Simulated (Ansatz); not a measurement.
**CuS (F-43m): phonons and vibrational spectra**

How does CuS (F-43m) vibrate, and is this structure a minimum?

Method: DFT PBEsol+D3(BJ), scalar-relativistic, plane waves, PAW, in Ansatz 0.2.0.

Report form: the programs' logs are mostly left out.

### 1. The structure

The structure is cubic, space group F-43m (No. 216). Conventional cell: a = 5.160 Å, b = 5.160 Å, c = 5.160 Å, α = 90.00°, β = 90.00°, γ = 90.00°. Cu has 4 S at 2.23 Å nearest. Nearest to S lie 4 Cu at 2.23 Å. Farther neighbours and most contacts between anions are not listed.

### 2. Relaxation

Harmonic phonons are second derivatives at a point where the forces vanish, and they are wanted at zero stress, so atoms and cell are relaxed first.

input.yaml

```yaml
crystal:
  lattice:
    - [0.0, 2.5800301133, 2.5800301133]
    - [2.5800301133, 0.0, 2.5800301133]
    - [2.5800301133, 2.5800301133, 0.0]
  atoms:
    - { symbol: Cu, position: [0.25, 0.25, 0.25] }
    - { symbol: S, position: [0.0, 0.0, 0.0] }
kpoints:
  mp_grid: { grid: [12, 12, 12] }
hamiltonian:
  xc: pbesol
  dispersion: d3bj
scf:
  occupations: { method: gaussian, width: 0.1 }
output:
  forces: true
  stress: true
  eigenvalues: true
relax:
  adjacent_minimum: "off"
  f_tol: 0.005
  max_steps: 80
  cell: { stress_tol: 0.05 }
```

Launch:

```console
> ansatz run input.yaml --threads 4 --pin off --max-ram 7168MiB --backend cpu --events-out ev --progress --plain --runs-dir out
```

It took 6.5 s on 4 threads of Arm Neoverse V1, shared host; peak memory 0.38 GiB; 23 s of CPU time.

This run has no spin polarisation although its electron count is odd.

Step by step:

```
step  energy less that of the first step (eV)  largest force component (eV/Å)  pressure (GPa)  volume (Å³)
   1                                   0.0000                          0.0000           -4.90        34.35
   2                                  -0.0215                          0.0000           -2.52        33.44
   3                                  -0.0284                          0.0000            0.28        32.53
   4                                  -0.0284                          0.0000            0.00        32.61
  5*                                  -0.0279                          0.0000            0.01        32.61
```

Relaxation steps marked * repeat the geometry before them on a plane-wave basis chosen anew for their cell, so energy and pressure can jump there.

Forces are held to the 24 operations that the run works with; a distortion that breaks them can't arise in this run.

```
conventional cell, symmetrised  before  after  change
                         a (Å)   5.160  5.072  -1.7 %
                         b (Å)   5.160  5.072  -1.7 %
                         c (Å)   5.160  5.072  -1.7 %
              volume (Å³/atom)   17.17  16.31  -5.1 %
```

The relaxed structure:

```cif
data_structure
_symmetry_space_group_name_H-M 'P 1'
_symmetry_Int_Tables_number 1
_cell_length_a 3.5862
_cell_length_b 3.5862
_cell_length_c 3.5862
_cell_angle_alpha 60.000
_cell_angle_beta 60.000
_cell_angle_gamma 60.000
_cell_volume 32.61
loop_
_atom_site_label
_atom_site_type_symbol
_atom_site_fract_x
_atom_site_fract_y
_atom_site_fract_z
_atom_site_occupancy
Cu1 Cu 0.25000 0.25000 0.25000 1
S2 S 0.00000 0.00000 0.00000 1
```

This step gave:

| Property | Result |
| --- | --- |
| pressure | 0.005209 GPa |
| volume per atom | 16.31 Å³ |
| gap on the k-mesh | 0 eV |

In this step the volume went from 17.17 to 16.31 Å³/atom.

### 3. Relaxing to small forces for the phonons

Phonons need a cell at rest on their own settings, so the relaxation is repeated with tight tolerances on forces and stress on the k mesh and occupations of the first response run.

input.yaml, the sections that differ from step 2:

```yaml
crystal:
  lattice:
    - [0.0, 2.5357983906, 2.5357983906]
    - [2.5357983906, 0.0, 2.5357983906]
    - [2.5357983906, 2.5357983906, 0.0]
  atoms:
    - { symbol: Cu, position: [0.25, 0.25, 0.25] }
    - { symbol: S, position: [0.0, 0.0, 0.0] }
scf:
  occupations: { method: methfessel_paxton, width: 0.15 }
relax:
  adjacent_minimum: "off"
  f_tol: 0.001
  max_steps: 60
  cell: { stress_tol: 0.01 }
# kpoints, hamiltonian, output: as in step 2
```

Elapsed: 5.2 s, on 4 threads; peak memory 0.37 GiB.

Little changed from the start: no atom moved by 0.005 Å and no cell edge by 0.1 %.

Numbers from this step:

- pressure: -5.37e-4 GPa
- volume per atom: 16.30 Å³

The forces vanish by symmetry and the pressure is -0.001 GPa, within the tolerances set. The cell now holds 16.30 Å³/atom.

### 4. Linear response at the zone centre

The zone centre comes first: it holds the modes that light can see, as far as symmetry allows. No field response is asked, since the mesh shows no gap.

input.yaml, the sections that differ from step 3:

```yaml
crystal:
  lattice:
    - [0.0, 2.5355899304, 2.5355899304]
    - [2.5355899304, 0.0, 2.5355899304]
    - [2.5355899304, 2.5355899304, 0.0]
  atoms:
    - { symbol: Cu, position: [0.25, 0.25, 0.25] }
    - { symbol: S, position: [0.0, 0.0, 0.0] }
output:
  eigenvalues: true
phonons:
  method: dfpt
# kpoints, hamiltonian, scf: as in step 3
# relax: removed
```

Wall time 7.8 s (4 threads); peak memory 0.56 GiB; 29 s of CPU time.

Numbers from this step:

* sum-rule residual before enforcement: 1.18e-5 eV/Å²
* point group: -43m
* highest optical mode at the zone centre (no LO-TO term): 307.6 cm⁻¹
* lowest optical zone-centre mode: 307.6 cm⁻¹

Patterns of degenerate modes are one choice out of their space. Modes at Γ, with each element's share of the kinetic energy:

```
mode  frequency (cm⁻¹)  symmetry  Cu %  S %
   1               0.0  acoustic    66   34
   2               0.0  acoustic    66   34
   3               0.0  acoustic    66   34
   4             307.6        T2    34   66
   5             307.6        T2    34   66
   6             307.6        T2    34   66
```

Displacements in mode 6 (307.6 cm⁻¹), the largest set to 1:
```
Cu1  0.00  0.11 -0.50
S2   0.00 -0.21  1.00
```

Before it was imposed, the acoustic sum rule was missed by 1.2e-5 eV/Å². Small misses are needed for a sound result but don't prove that mesh and cutoff are converged. The lowest optical mode is real, 308 cm⁻¹.

### 5. Response at finite wavevector

Stability and thermal properties need the whole zone. Linear response on a 4×4×4 q mesh gives force constants as far as a supercell of that size would.

input.yaml, as its differences from that of step 4:

```diff
@@ -19 +19,8 @@
   method: dfpt
+  qmesh: [4, 4, 4]
+  temperatures: { t_max: 1000, t_step: 50 }
+  qpath:
+    path:
+      - [[0.0, 0.0, 0.0], [-0.5, -0.5, 0.0], [-0.375, -0.375, 0.25]]
+      - [[-0.375, 0.0, 0.375], [0.0, 0.0, 0.0], [0.0, 0.0, 0.5], [-0.5, -0.25, 0.25], [-0.5, -0.5, 0.0]]
+    npoints: 10
```

Elapsed: 3.3 min, on 4 threads; peak memory 2.4 GiB.

This step gave:

```
sum-rule residual before enforcement                       : 1.23e-5 eV/Å²
lowest frequency on the path                               : 0 cm⁻¹
highest frequency on the path or at a solved wavevector    : 351.9 cm⁻¹
mean frequency                                             : 218.9 cm⁻¹
Debye temperature (second moment)                          : 460 K
logarithmic mean frequency                                 : 179.2 cm⁻¹
lowest mode on the q mesh (acoustic modes at Γ apart)      : 47.91 cm⁻¹
zero-point energy per atom                                 : 40.71 meV
heat capacity at 300 K                                     : 22.31 J/(mol atoms K)
vibrational entropy at 300 K                               : 30.12 J/(mol atoms K)
edges of the widest gap between branches, on path and mesh : 206.2, 306.8 cm⁻¹
```

Frequencies (cm⁻¹) solved at each irreducible wavevector; negative means imaginary. Frequencies by wavevector, by row:

```
q in reciprocal lattice units  star  mode 1  mode 2  mode 3  mode 4  mode 5  mode 6
                        0 0 0     1       0       0       0   307.6   307.6   307.6
                     0 0 0.25     8    47.9    47.9   136.4   312.2   319.4   319.4
                     0 0 -0.5     4    67.1    67.1   187.4   334.3   334.3   350.2
                  0 0.25 0.25     6    68.5    68.5   149.9   318.9   318.9   320.5
                  0 0.25 -0.5    24    77.9    92.3   191.9   321.6     334   347.4
                 0 0.25 -0.25    12    61.5    91.7   176.4   310.8   323.5   338.5
                  0 -0.5 -0.5     3    78.4    78.4   206.2   314.4   335.9   335.9
              0.25 -0.5 -0.25     6    85.7    91.1   199.6   322.2   339.4   346.4
```

Interpolated from a 4×4×4 q mesh. The phonon branches at the labelled points (cm⁻¹):

```
    point  branch 1  branch 2  branch 3  branch 4  branch 5  branch 6
        Γ         0         0         0       308       308       308
  halfway        69        69       150       319       319       320
        X        78        78       206       314       336       336
  halfway        80        85       204       317       337       341
        U        80        96       199       321       336       348
jump to K        80        96       199       321       336       348
  halfway        50        75       151       307       321       325
        Γ         0         0         0       308       308       308
  halfway        48        48       136       312       319       319
        L        67        67       187       334       334       350
  halfway        73        95       191       322       333       351
        W        86        91       200       322       339       346
  halfway        84        85       203       319       338       342
        X        78        78       206       314       336       336
```

Tetrahedra on a 24×24×24 mesh, mean over bins of 5 cm-1. Interpolated from a 4×4×4 q mesh. The phonon density of states by wavenumber; read off at these points:

wavenumber (cm⁻¹), phonon density of states (1/cm⁻¹/cell) and a bar:
```
        2      0.000 
       12      0.000 
       28      0.002 
       38      0.004 #
       52      0.014 ####
       62      0.027 #######
       72      0.050 #############
       78      0.061 ###############
       88      0.031 ########
       98      0.039 ##########
      112      0.001 
      122      0.002 
      138      0.003 #
      148      0.004 #
      158      0.005 #
      172      0.010 ##
      182      0.018 #####
      188      0.032 ########
      198      0.032 ########
      208      0.001 
      218      0.000 
      232      0.000 
      242      0.000 
      258      0.000 
      268      0.000 
      282      0.000 
      292      0.000 
      302      0.000 
      318      0.087 ######################
      322      0.119 ##############################
      328      0.061 ###############
      332      0.090 #######################
      342      0.035 #########
      348      0.063 ################
      352      0.017 ####
```

Phonopy on the run's constants, 19x19x19 mesh, Gaussian sigma 2.7 cm-1. Interpolated from a 4×4×4 q mesh. Partial phonon density of states against wavenumber; read off at these points; values in 1/cm⁻¹/cell:

```
wavenumber (cm⁻¹)       Cu        S
            -10.0        0        0
              0.0   3.8e-5   2.0e-5
             10.0   1.4e-4   7.3e-5
             20.0   4.8e-4   2.4e-4
             30.0  0.00150   7.2e-4
             40.0  0.00361  0.00168
             50.0  0.00816  0.00363
             60.0   0.0164  0.00681
             70.0   0.0330   0.0126
             80.0   0.0461   0.0152
             90.0   0.0268  0.00832
             93.4   0.0301   0.0091
            100.0   0.0153  0.00459
            110.0   7.7e-4   2.8e-4
            120.0  0.00146   4.9e-4
            130.0  0.00130   3.9e-4
            140.0  0.00231   6.1e-4
            150.0  0.00320   7.2e-4
            160.0  0.00464   8.7e-4
            170.0  0.00737  0.00109
            180.0   0.0138  0.00145
            190.0   0.0298  0.00186
            192.0   0.0300  0.00156
            200.0   0.0227   4.0e-4
            210.0   6.0e-4   5.0e-6
            220.0        0        0
            230.0        0        0
            240.0        0        0
            250.0        0        0
            260.0        0        0
            270.0        0        0
            280.0        0        0
            290.0        0        0
            300.0   6.4e-5   1.8e-4
            310.0  0.00850   0.0259
            320.0   0.0168   0.0960
            330.0   0.0188   0.0552
            333.9   0.0209   0.0643
            340.0   0.0103   0.0376
            350.0  0.00806   0.0341
            360.0   2.3e-5   1.0e-4
            370.0        0        0
```

Second derivatives of the energy by pair, one row for each kind of neighbour of each atom listed. Each entry sums the pair over the periodic images of the supercell that the q mesh stands for, and in a polar crystal it holds the long-range dipole part too. Force constants by pair, by row:

```
atom  neighbour  distance (Å)  third of the trace (eV/Å²)  along the pair's line (eV/Å²)
 Cu1     itself             0                       8.219                              –
 Cu1          S         2.196                      -1.828                         -5.647
 Cu1         Cu         3.586                     -0.0498                        -0.2942
 Cu1          S         4.205                      0.0061                        -0.0306
 Cu1         Cu         5.071                     -0.0633                        -0.0957
 Cu1          S         5.526                     -0.0307                        -0.0632
 Cu1         Cu         6.211                      0.0071                          0.023
 Cu1          S         6.588                       0.006                         0.0262
 Cu1          S         6.588                      0.0281                          0.045
  S2     itself             0                       10.33                              –
  S2         Cu         2.196                      -1.828                         -5.647
  S2          S         3.586                     -0.2559                        -0.6508
  S2         Cu         4.205                      0.0061                        -0.0306
  S2          S         5.071                     -0.0361                        -0.0892
  S2         Cu         5.526                     -0.0307                        -0.0632
  S2          S         6.211                      0.0072                          0.021
  S2         Cu         6.588                      0.0281                          0.045
  S2         Cu         6.588                       0.006                         0.0262
```

Harmonic thermodynamic functions per atom, from the density of states. Interpolated from a 4×4×4 q mesh. Thermodynamic functions, by row:

```
T (K)  F_vib (meV/atom)  S (J/mol-atom/K)  C_V (J/mol-atom/K)
    0             40.71                 0                   0
   50             40.07             3.833               6.518
  100             36.41             10.25               12.53
  200             19.69             21.55               19.72
  300             -7.29             30.12               22.31
  400            -42.05              36.7               23.39
  500            -82.92             41.99               23.93
  600            -128.8             46.38               24.23
  700            -178.8             50.13               24.41
  800            -232.5              53.4               24.54
  900            -289.4             56.29               24.62
 1000            -349.1             58.89               24.68
```

Harmonic mean-square displacement, third of the trace. Interpolated from a 4×4×4 q mesh. Mean square displacements, by row:

```
T (K)  Cu1 U_eq (Å²)  S2 U_eq (Å²)
    0        0.00246       0.00273
  100        0.00501       0.00475
  300        0.01351       0.01162
  600        0.02672       0.02263
```

Symmetry leaves 8 wavevectors to solve. The lowest mode among them, the acoustic zeros apart, lies at q = (0, 0, 0.25) and is real, 47.9 cm⁻¹.

### 6. Another isotope, element Cu, natural mass 63.546 amu

An isotope changes the mass and not the force constants, so no new electronic calculation is needed; the shifts show which modes move this element.

The same force constants with the mass of Cu changed from 63.546 to 64.928 u (phonopy, no LO-TO term). Both lists are sorted by frequency; levels can cross, so a row need not hold one and the same mode. Modes under 3 cm⁻¹ are left out. Isotope shifts, by row:

```
          q  rank  natural mass (cm⁻¹)  changed mass (cm⁻¹)
      0 0 0     4                307.6                306.6
      0 0 0     5                307.6                306.6
      0 0 0     6                307.6                306.6
   0 0 0.25     1                47.91                47.56
   0 0 0.25     2                47.91                47.56
   0 0 0.25     3                136.4                135.3
   0 0 0.25     4                312.2                311.5
   0 0 0.25     5                319.4                318.4
   0 0 0.25     6                319.4                318.4
   0 0 -0.5     1                67.07                66.55
   0 0 -0.5     2                67.07                66.55
   0 0 -0.5     3                187.4                185.5
   0 0 -0.5     4                334.3                333.3
   0 0 -0.5     5                334.3                333.3
   0 0 -0.5     6                350.2                349.9
0 0.25 0.25     1                68.55                68.02
0 0.25 0.25     2                68.55                68.02
0 0.25 0.25     3                149.9                148.6
0 0.25 0.25     4                318.9                317.9
0 0.25 0.25     5                318.9                317.9
0 0.25 0.25     6                320.5                319.8
```

A mode of this element alone would shift by -1.07 %. The highest zone-centre frequency without the field goes from 307.6 to 306.6 cm⁻¹ (-0.4 %). The product of the frequency ratios over all optical modes at Γ is 0.989; the product rule, (m/m′)^(3k/2) (M′/M)^(3/2) with k = 1 such atoms and M the mass of the cell, gives 0.989.

### 7. Another isotope, element S, natural mass 32.06 amu

The same for S, from 32.06 to 33.97 u.

A mode of this element alone would shift by -2.85 %. The highest zone-centre frequency without the field goes from 307.6 to 301.9 cm⁻¹ (-1.9 %). The product of the frequency ratios over all optical modes at Γ is 0.945; the product rule, (m/m′)^(3k/2) (M′/M)^(3/2) with k = 1 such atoms and M the mass of the cell, gives 0.945.

### 8. Results

| Item | Value |
| --- | --- |
| space group after relaxation (within 0.01 Å) | F-43m |
| volume per atom | 16.3 Å³ |
| electronic character | no gap on this mesh |
| highest optical mode at the zone centre (no LO-TO term) | 308 cm⁻¹ |
| lowest optical zone-centre mode | 308 cm⁻¹ |
| lowest mode on the q mesh (acoustic modes at Γ apart) | 47.9 cm⁻¹ |
| highest frequency on the path or at a solved wavevector | 352 cm⁻¹ |
| zero-point energy per atom | 40.7 meV |
| heat capacity at 300 K | 22.3 J/(mol atoms K) |
| vibrational entropy at 300 K | 30.1 J/(mol atoms K) |
| Debye temperature (second moment) | 460 K |
| imaginary modes on the 4×4×4 q mesh | none |

**Reading.** The structure is a minimum as far as tested: no mode is imaginary at the 8 irreducible wavevectors of the 4×4×4 mesh, and the softest away from the acoustic zeros lies at 48 cm⁻¹. The optical modes at Γ form one degenerate level at 308 cm⁻¹. The highest mode in this list at Γ, 307.6 cm⁻¹, has its largest share on S (66 % of the kinetic energy). On the path and the mesh, the widest gap between branches runs from 206 to 307 cm⁻¹. With no gap, or one that is small against the smearing, the frequencies hang on the k mesh and the smearing, most of all near Kohn anomalies. The phonon runs are without spin polarisation, although the cell has an odd electron count. In the phonons the program treats the change of the C6 weights of the dispersion term with coordination only in part. These are harmonic frequencies at zero temperature: anharmonic shifts, linewidths and thermal expansion are left out.

[Logs are printed without paths, hosts, clocks, repeated set-up lines and the standing remarks that a program may print on its own settings, such as how far it seeks lower states.]

[Hosts, paths, dates, database ids (printed as entryN), source tags and the programs' standing remarks are cut or masked in the printed files.]
